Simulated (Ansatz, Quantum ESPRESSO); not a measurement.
# Ta(110), 5 layers, one monolayer of C on longbridge sites: vacuum level and surface dipole, part 6 of 6

Wanted: work functions and the surface dipole of Ta(110), 5 layers, one monolayer of C on longbridge sites at several levels, with their cost.

Quantum ESPRESSO 7.5; plane-wave DFT, PBE, GBRV ultrasoft pseudopotentials; geometry and cross-check by Ansatz 0.2.0 with PAW datasets.

So far. Step 10 (SCF with pw.x: RPBE, GBRV ultrasoft): The upper face goes from 6.054 eV (PBE, GBRV) to 5.967 eV, a change of -0.087 eV. Step 11 (SCF with pw.x: revPBE, GBRV ultrasoft): The upper face goes from 6.054 eV (PBE, GBRV) to 5.971 eV, a change of -0.083 eV.

## Step 15: SCF with pw.x, with smearing = mp and degauss = 0.005

A sensitivity test on the input.

Input file esm.w0.in:

```
&control
  prefix = 'esm.w0'
  outdir = './out'
  pseudo_dir = './pseudo'
  calculation = 'scf'
  tprnfor = .true.
/
&system
  ibrav = 0
  nat = 6
  ntyp = 2
  ecutwfc = 40
  ecutrho = 200
  occupations = 'smearing'
  smearing = 'mp'
  degauss = 0.005
  assume_isolated = 'esm'
  esm_bc = 'bc1'
/
&electrons
  conv_thr = 1e-07
  mixing_beta = 0.4
  electron_maxstep = 120
  mixing_mode = 'local-TF'
/
ATOMIC_SPECIES
  Ta  180.9479  ta_pbe_v1.uspp.F.UPF
  C   12.0110  c_pbe_v1.2.uspp.F.UPF
CELL_PARAMETERS angstrom
  2.34052344570000 -1.65500000000000 0.00000000000000
  2.34052344570000 1.65500000000000 0.00000000000000
  0.00000000000000 0.00000000000000 28.36209378290000
ATOMIC_POSITIONS crystal
  Ta  0.000000000000 0.000000000000 -0.185673668559
  Ta  0.500000000000 0.500000000000 -0.103150725659
  Ta  0.000000000000 0.000000000000 -0.020627782759
  Ta  0.500000000000 0.500000000000 0.060637333227
  Ta  0.000000000000 0.000000000000 0.148076844328
  C   0.500000000000 0.500000000000 0.185673668559
K_POINTS automatic
  10 10 1 0 0 0
```

Started as:

```
> OMP_NUM_THREADS=1 mpirun -n 4 pw.x -nk 4 -in esm.w0.in > esm.w0.out
```

The program printed:

```text
[banner, memory and clock lines left out]
Program PWSCF v.7.5 starts
[citation notice left out]

[...]
Message from routine setup:
[...]
bravais-lattice index     =            0
     lattice parameter (alat)  =       5.4170  a.u.
     unit-cell volume          =    1482.7771 (a.u.)^3
     number of atoms/cell      =            6
     number of atomic types    =            2
     number of electrons       =        69.00
     number of Kohn-Sham states=           42
     kinetic-energy cutoff     =      40.0000  Ry
     charge density cutoff     =     200.0000  Ry
     scf convergence threshold =      1.0E-07
     mixing beta               =       0.4000
     number of iterations used =            8  local-TF  mixing
     Exchange-correlation= SLA  PW   PBE  PBE
                           (   1   4   3   4   0   0   0)

     Effective Screening Medium Method
     Boundary Conditions: Vacuum-Slab-Vacuum
     total charge in unit cell        =   0.0000
     grid points for fit at edges     =        4

[...]
PseudoPot. # 1 for Ta read from file:
     ./pseudo/ta_pbe_v1.uspp.F.UPF
     Pseudo is Ultrasoft + core correction, Zval = 13.0
     Generated by new atomic code, or converted to UPF format
     Using radial grid of  921 points,  7 beta functions with:
                l(1) =   0
                l(2) =   0
                l(3) =   1
                l(4) =   1
                l(5) =   2
                l(6) =   2
                l(7) =   3
     Q(r) pseudized with  6 coefficients,  rinner =    1.300   1.300   1.300
                                                       1.300   1.300   1.300
                                                       1.300

     PseudoPot. # 2 for C  read from file:
     ./pseudo/c_pbe_v1.2.uspp.F.UPF
     Pseudo is Ultrasoft + core correction, Zval =  4.0
     Generated by new atomic code, or converted to UPF format
     Using radial grid of  721 points,  4 beta functions with:
                l(1) =   0
                l(2) =   0
                l(3) =   1
                l(4) =   1
     Q(r) pseudized with  8 coefficients,  rinner =    1.100   1.100   1.100

     atomic species   valence    mass     pseudopotential
     Ta               13.00   180.94790     Ta( 1.00)
     C                 4.00    12.01100     C ( 1.00)

      4 Sym. Ops. (no inversion) found

[...]
number of k points=    31  Methfessel-Paxton smearing, width (Ry)=  0.0050
[...]
Dense  grid:    70741 G-vectors     FFT dimensions: (  25,  25, 243)

     Smooth grid:    50599 G-vectors     FFT dimensions: (  24,  24, 216)

     Initial potential from superposition of free atoms

     starting charge      68.9944, renormalised to      69.0000

     negative rho (up, down):  4.682E-01 0.000E+00
     Starting wfcs are   69 randomized atomic wfcs

     per-process dynamical memory:   102.2 Mb

     Self-consistent Calculation

     iteration #  1     ecut=    40.00 Ry     beta= 0.40
     Davidson diagonalization with overlap
     ethr =  1.00E-02,  avg # of iterations =  1.2

     negative rho (up, down):  4.725E-01 0.000E+00

     total energy              =    -720.47450690 Ry
     estimated scf accuracy    <       5.44090603 Ry

     iteration #  2     ecut=    40.00 Ry     beta= 0.40
[...]
negative rho (up, down):  4.769E-01 0.000E+00

[...]
total energy              =    -720.53831316 Ry
     estimated scf accuracy    <       0.63517687 Ry

     iteration #  3     ecut=    40.00 Ry     beta= 0.40
[...]
negative rho (up, down):  4.813E-01 0.000E+00

[...]
total energy              =    -720.58254877 Ry
     estimated scf accuracy    <       0.20440121 Ry

     iteration #  4     ecut=    40.00 Ry     beta= 0.40
[...]
negative rho (up, down):  4.844E-01 0.000E+00

[...]
total energy              =    -720.62251683 Ry
     estimated scf accuracy    <       0.08470656 Ry

     iteration #  5     ecut=    40.00 Ry     beta= 0.40
[...]
negative rho (up, down):  4.869E-01 0.000E+00

[...]
total energy              =    -720.63403878 Ry
     estimated scf accuracy    <       0.02352848 Ry

     iteration #  6     ecut=    40.00 Ry     beta= 0.40
[...]
c_bands:  2 eigenvalues not converged
     c_bands:  2 eigenvalues not converged
     c_bands:  1 eigenvalues not converged
[...]
negative rho (up, down):  4.868E-01 0.000E+00

[...]
total energy              =    -720.64419742 Ry
     estimated scf accuracy    <       0.01416284 Ry

[...]
iteration # 36     ecut=    40.00 Ry     beta= 0.40
[...]
negative rho (up, down):  4.896E-01 0.000E+00

[...]
total energy              =    -720.64006981 Ry
     estimated scf accuracy    <       0.00000085 Ry

     iteration # 37     ecut=    40.00 Ry     beta= 0.40
[...]
negative rho (up, down):  4.896E-01 0.000E+00

[...]
total energy              =    -720.64003896 Ry
     estimated scf accuracy    <       0.00000057 Ry

     iteration # 38     ecut=    40.00 Ry     beta= 0.40
[...]
negative rho (up, down):  4.896E-01 0.000E+00

[...]
total energy              =    -720.64004641 Ry
     estimated scf accuracy    <       0.00000017 Ry

     iteration # 39     ecut=    40.00 Ry     beta= 0.40
[...]
c_bands:  1 eigenvalues not converged
[...]
negative rho (up, down):  4.897E-01 0.000E+00

[...]
End of self-consistent calculation

          k = 0.0000 0.0000 0.0000 (  6413 PWs)   bands (ev):

   -72.9873 -72.9732 -72.7345 -72.6187 -72.5351 -39.7898 -39.7109 -39.4426
   -39.3179 -39.1189 -39.1158 -39.0914 -38.9193 -38.8659 -38.7736 -38.7141
   -38.6610 -38.6111 -38.6027 -38.5458 -17.1927 -12.9464 -11.8828 -10.6163
    -9.9934  -9.9004  -7.3018  -7.0687  -6.7730  -6.5883  -6.3031  -5.7303
    -5.6201  -5.1795  -4.9736  -4.8603  -4.6429  -4.3215  -4.3134  -3.7062
    -3.0963  -2.1807

          k = 0.0612 0.0866 0.0000 (  6393 PWs)   bands (ev):

   -72.9815 -72.9678 -72.7287 -72.6128 -72.5310 -39.7629 -39.6968 -39.4568
   -39.3663 -39.1759 -39.1587 -39.0952 -38.9452 -38.9073 -38.8394 -38.7040
   -38.6917 -38.6664 -38.6327 -38.5755 -16.9655 -12.6369 -11.6124 -10.3598
    -9.7919  -9.5793  -7.6513  -7.2086  -6.7704  -6.4176  -6.3069  -5.8213
    -5.6468  -5.4384  -5.1087  -4.9893  -4.7324  -4.6524  -4.1829  -3.1026
    -2.8166  -2.3981

[...]
the Fermi energy is    -5.4333 ev

!    total energy              =    -720.64003274 Ry
     estimated scf accuracy    <       0.00000003 Ry
     smearing contrib. (-TS)   =       0.00002663 Ry
     internal energy E=F+TS    =    -720.64005937 Ry

     The total energy is F=E-TS. E is the sum of the following terms:
     one-electron contribution =   16620.51583162 Ry
     hartree contribution      =   -8335.18224382 Ry
     xc contribution           =    -214.69132009 Ry
     ewald contribution        =   -8791.28232707 Ry

     convergence has been achieved in  39 iterations

     negative rho (up, down):  4.897E-01 0.000E+00

     Forces acting on atoms (cartesian axes, Ry/au):

     atom    1 type  1   force =     0.00000000    0.00000000    0.01763045
     atom    2 type  1   force =     0.00000000    0.00000000   -0.01956443
     atom    3 type  1   force =     0.00000000    0.00000000    0.00193506
     atom    4 type  1   force =     0.00000000    0.00000000    0.00085437
     atom    5 type  1   force =     0.00000000    0.00000000   -0.00049476
     atom    6 type  2   force =     0.00000000    0.00000000   -0.00045464

     Total force =     0.026430     Total SCF correction =     0.000889

[...]
```

Wall time 2.4 min (4 MPI ranks of Intel Xeon Platinum 8488C (Sapphire Rapids), shared host); peak memory 0.92 GiB.

Beside the run it was changed from:

```csv
quantity,this run,unchanged run,difference
"vacuum line at the upper end of the cell, over the Fermi level (eV)",6.017,6.054,-0.037
"vacuum line at the lower end of the cell, over the Fermi level (eV)",4.849,4.857,-0.0073
free energy (eV),-9804.807,-9804.792,-0.015
wall time (s),143,140,
SCF iterations,39,32,
```

The free energy moves by -2.5 meV an atom.

The free energy holds the smearing's entropy term, so it moves with degauss by construction.

Levels move by up to 37 meV, a modest change.

## Step 16: Self-consistent run, with K_POINTS = [10, 10, 2]

Another try, with an input changed as a hurried user might.

Input file esm.bad.in:

```
&control
  prefix = 'esm.bad'
  outdir = './out'
  pseudo_dir = './pseudo'
  calculation = 'scf'
  tprnfor = .true.
/
&system
  ibrav = 0
  nat = 6
  ntyp = 2
  ecutwfc = 40
  ecutrho = 200
  occupations = 'smearing'
  smearing = 'mv'
  degauss = 0.02
  assume_isolated = 'esm'
  esm_bc = 'bc1'
/
&electrons
  conv_thr = 1e-07
  mixing_beta = 0.4
  electron_maxstep = 75
  mixing_mode = 'local-TF'
/
ATOMIC_SPECIES
  Ta  180.9479  ta_pbe_v1.uspp.F.UPF
  C   12.0110  c_pbe_v1.2.uspp.F.UPF
CELL_PARAMETERS angstrom
  2.34052344570000 -1.65500000000000 0.00000000000000
  2.34052344570000 1.65500000000000 0.00000000000000
  0.00000000000000 0.00000000000000 28.36209378290000
ATOMIC_POSITIONS crystal
  Ta  0.000000000000 0.000000000000 -0.185673668559
  Ta  0.500000000000 0.500000000000 -0.103150725659
  Ta  0.000000000000 0.000000000000 -0.020627782759
  Ta  0.500000000000 0.500000000000 0.060637333227
  Ta  0.000000000000 0.000000000000 0.148076844328
  C   0.500000000000 0.500000000000 0.185673668559
K_POINTS automatic
  10 10 2 0 0 0
```

Started as:

```
> OMP_NUM_THREADS=1 mpirun -n 4 pw.x -nk 4 -in esm.bad.in > esm.bad.out
```

The program printed:

```text
[banner, memory and clock lines left out]
Program PWSCF v.7.5 starts

          URL

     Message from routine setup:
     using ibrav=0 with symmetry is DISCOURAGED, use correct ibrav instead

     G-vector sticks info

     bravais-lattice index     =            0
     lattice parameter (alat)  =       5.4170  a.u.
     unit-cell volume          =    1482.7771 (a.u.)^3
     number of atoms/cell      =            6
     number of atomic types    =            2
     number of electrons       =        69.00
     number of Kohn-Sham states=           42
     kinetic-energy cutoff     =      40.0000  Ry
     charge density cutoff     =     200.0000  Ry
     scf convergence threshold =      1.0E-07
     mixing beta               =       0.4000
     number of iterations used =            8  local-TF  mixing
     Exchange-correlation= SLA  PW   PBE  PBE
                           (   1   4   3   4   0   0   0)

     Effective Screening Medium Method
     Boundary Conditions: Vacuum-Slab-Vacuum
     total charge in unit cell        =   0.0000
     grid points for fit at edges     =        4

     celldm(1)=   5.416983  celldm(2)=   0.000000  celldm(3)=   0.000000
     celldm(4)=   0.000000  celldm(5)=   0.000000  celldm(6)=   0.000000

     crystal axes: (cart. coord. in units of alat)
               a(1) = (   0.816497  -0.577350   0.000000 )
               a(2) = (   0.816497   0.577350   0.000000 )
               a(3) = (   0.000000   0.000000   9.894177 )

     reciprocal axes: (cart. coord. in units 2 pi/alat)
               b(1) = (  0.612372 -0.866025  0.000000 )
               b(2) = (  0.612372  0.866025 -0.000000 )
               b(3) = ( -0.000000  0.000000  0.101070 )

     PseudoPot. # 1 for Ta read from file:
     ./pseudo/ta_pbe_v1.uspp.F.UPF
     Pseudo is Ultrasoft + core correction, Zval = 13.0
     Generated by new atomic code, or converted to UPF format
     Using radial grid of  921 points,  7 beta functions with:
                l(1) =   0
                l(2) =   0
                l(3) =   1
                l(4) =   1
                l(5) =   2
                l(6) =   2
                l(7) =   3
     Q(r) pseudized with  6 coefficients,  rinner =    1.300   1.300   1.300
                                                       1.300   1.300   1.300
                                                       1.300

     PseudoPot. # 2 for C  read from file:
     ./pseudo/c_pbe_v1.2.uspp.F.UPF
     Pseudo is Ultrasoft + core correction, Zval =  4.0
     Generated by new atomic code, or converted to UPF format
     Using radial grid of  721 points,  4 beta functions with:
                l(1) =   0
                l(2) =   0
                l(3) =   1
                l(4) =   1
     Q(r) pseudized with  8 coefficients,  rinner =    1.100   1.100   1.100

     atomic species   valence    mass     pseudopotential
     Ta               13.00   180.94790     Ta( 1.00)
[...]
k(   22) = (  -0.2449490  -0.5196152  -0.0505348), wk =   0.0400000
        k(   23) = (  -0.1837117  -0.4330127   0.0000000), wk =   0.0400000
        k(   24) = (  -0.1837117  -0.4330127  -0.0505348), wk =   0.0400000
        k(   25) = (  -0.1224745  -0.3464102   0.0000000), wk =   0.0400000
        k(   26) = (  -0.1224745  -0.3464102  -0.0505348), wk =   0.0400000
        k(   27) = (  -0.0612372  -0.2598076   0.0000000), wk =   0.0400000
        k(   28) = (  -0.0612372  -0.2598076  -0.0505348), wk =   0.0400000
        k(   29) = (   0.0000000  -0.1732051   0.0000000), wk =   0.0200000
        k(   30) = (   0.0000000  -0.1732051  -0.0505348), wk =   0.0200000
        k(   31) = (   0.2449490   0.0000000   0.0000000), wk =   0.0200000
        k(   32) = (   0.2449490   0.0000000  -0.0505348), wk =   0.0200000
        k(   33) = (   0.3061862   0.0866025   0.0000000), wk =   0.0400000
        k(   34) = (   0.3061862   0.0866025  -0.0505348), wk =   0.0400000
        k(   35) = (   0.3674235   0.1732051   0.0000000), wk =   0.0400000
        k(   36) = (   0.3674235   0.1732051  -0.0505348), wk =   0.0400000
        k(   37) = (  -0.1837117  -0.6062178   0.0000000), wk =   0.0400000
        k(   38) = (  -0.1837117  -0.6062178  -0.0505348), wk =   0.0400000
        k(   39) = (  -0.1224745  -0.5196152   0.0000000), wk =   0.0400000
        k(   40) = (  -0.1224745  -0.5196152  -0.0505348), wk =   0.0400000
        k(   41) = (  -0.0612372  -0.4330127   0.0000000), wk =   0.0400000
        k(   42) = (  -0.0612372  -0.4330127  -0.0505348), wk =   0.0400000
        k(   43) = (   0.0000000  -0.3464102   0.0000000), wk =   0.0200000
        k(   44) = (   0.0000000  -0.3464102  -0.0505348), wk =   0.0200000
        k(   45) = (   0.3674235  -0.0000000   0.0000000), wk =   0.0200000
        k(   46) = (   0.3674235  -0.0000000  -0.0505348), wk =   0.0200000
        k(   47) = (   0.4286607   0.0866025   0.0000000), wk =   0.0400000
        k(   48) = (   0.4286607   0.0866025  -0.0505348), wk =   0.0400000
        k(   49) = (  -0.1224745  -0.6928203   0.0000000), wk =   0.0400000
        k(   50) = (  -0.1224745  -0.6928203  -0.0505348), wk =   0.0400000
        k(   51) = (  -0.0612372  -0.6062178   0.0000000), wk =   0.0400000
        k(   52) = (  -0.0612372  -0.6062178  -0.0505348), wk =   0.0400000
        k(   53) = (  -0.0000000  -0.5196152   0.0000000), wk =   0.0200000
        k(   54) = (  -0.0000000  -0.5196152  -0.0505348), wk =   0.0200000
        k(   55) = (   0.4898979   0.0000000   0.0000000), wk =   0.0200000
        k(   56) = (   0.4898979   0.0000000  -0.0505348), wk =   0.0200000
        k(   57) = (  -0.0612372  -0.7794229   0.0000000), wk =   0.0400000
        k(   58) = (  -0.0612372  -0.7794229  -0.0505348), wk =   0.0400000
        k(   59) = (  -0.0000000  -0.6928203   0.0000000), wk =   0.0200000
        k(   60) = (  -0.0000000  -0.6928203  -0.0505348), wk =   0.0200000
        k(   61) = (  -0.6123724   0.0000000   0.0000000), wk =   0.0100000
        k(   62) = (  -0.6123724   0.0000000  -0.0505348), wk =   0.0100000

     Dense  grid:    70741 G-vectors     FFT dimensions: (  25,  25, 243)

     Smooth grid:    50599 G-vectors     FFT dimensions: (  24,  24, 216)

[MPI's abort notice left out]

 %%%%%%%%%%%%%%%%%%%%%%%%%%%%%%%%%%%%%%%%%%%%%%%%%%%%%%%%%%%%%%%%%%%%%%%%%%%%%%
     Error in routine esm_check (2):
     incorrect k-point for ESM
 %%%%%%%%%%%%%%%%%%%%%%%%%%%%%%%%%%%%%%%%%%%%%%%%%%%%%%%%%%%%%%%%%%%%%%%%%%%%%%

     stopping ...
[the rest left out]
```

It took 0.84 s on 4 MPI ranks; peak memory 0.1 GiB.

The program refused the input before any cycle.

The program's message: “Error in routine esm_check (2): incorrect k-point for ESM”

The change that led to it: K_POINTS = [10, 10, 2].

The message: “esm_check (2): incorrect k-point for ESM”. ESM wants the slab about z = 0 inside the cell and no k-points along the normal.

## Step 17: By hand

In the first self-consistent run, on its own zero, the Fermi level is 4.982 eV and the upper vacuum level 11.052 eV: φ = 11.052 − (4.982) = 6.070 eV.

The dipole of -0.2518 D is -0.0524 e Å (1 D = 0.20819 e Å). A dipole layer steps the potential by e p/(ε₀A), with e/ε₀ = 180.95 V Å: 180.95 × 0.0524 / 7.747 = 1.224 eV, against 1.225 eV between the two work functions.

## Step 18: Summary of results

```json
{"work function of the covered face, PBE, GBRV": "6.07 eV", "work function of the bare face, PBE, GBRV": "4.85 eV", "covered face by ESM": "6.05 eV", "dipole along the normal": "-0.0524 e·Å", "covered face by Ansatz": "6.07 eV"}
```

What this shows: At the first level (PBE, GBRV ultrasoft) the work function comes to 6.07 eV on the upper face and 4.85 eV on the lower. The C layer ends 1.07 Å above the top metal plane and raises the work function by 1.22 eV against the bare face. This is the step −180.95 p/A = +1.22 eV of the slab's dipole p = -0.05242 e Å, which the dipole correction builds in. The bare face is held at bulk positions, so it is no relaxed clean surface. ESM differs from the periodic treatment by -16 meV on the upper face and +12 meV on the lower; the slab's dipole converges slowly, so differences of this size remain at the threshold used. Over the levels tried, the uncorrected run apart, the upper face spans 5.97 eV (QE RPBE GBRV ultrasoft, ESM bc1) to 6.07 eV (QE PBE PseudoDojo norm-conserving, ESM bc1). Without a correction the vacuum potential slopes by 82 meV/Å, so no single vacuum level can be read. Quantum ESPRESSO and Ansatz give 6.07 and 6.07 eV for the upper face, which agree. Ansatz ran with Fermi-Dirac smearing of 0.1 eV against cold smearing of 0.02 Ry, which alone can move a level by some tens of meV. With 10×10 points and so few layers the values hold to some 0.05 to 0.1 eV. The slab is cut at a tabulated measured bulk lattice constant, given to two decimals. A full 1×1 monolayer may not be the stable structure at this coverage. Spin-orbit coupling is left out; depending on the atoms that carry the levels of interest, it can split and shift them by tenths of an eV to an eV or more.

[Logs are printed without paths, hosts, clocks, repeated set-up lines and the standing remarks that a program may print on its own settings, such as how far it seeks lower states.]

[Hosts, paths, dates, database ids (printed as entryN), source tags and the programs' standing remarks are cut or masked in the printed files.]

[Maps of the electrostatic potential energy from Ansatz leave out the sawtooth potential of an applied field or a dipole correction, so their vacuum need not be flat; planar profiles and work functions include it.]
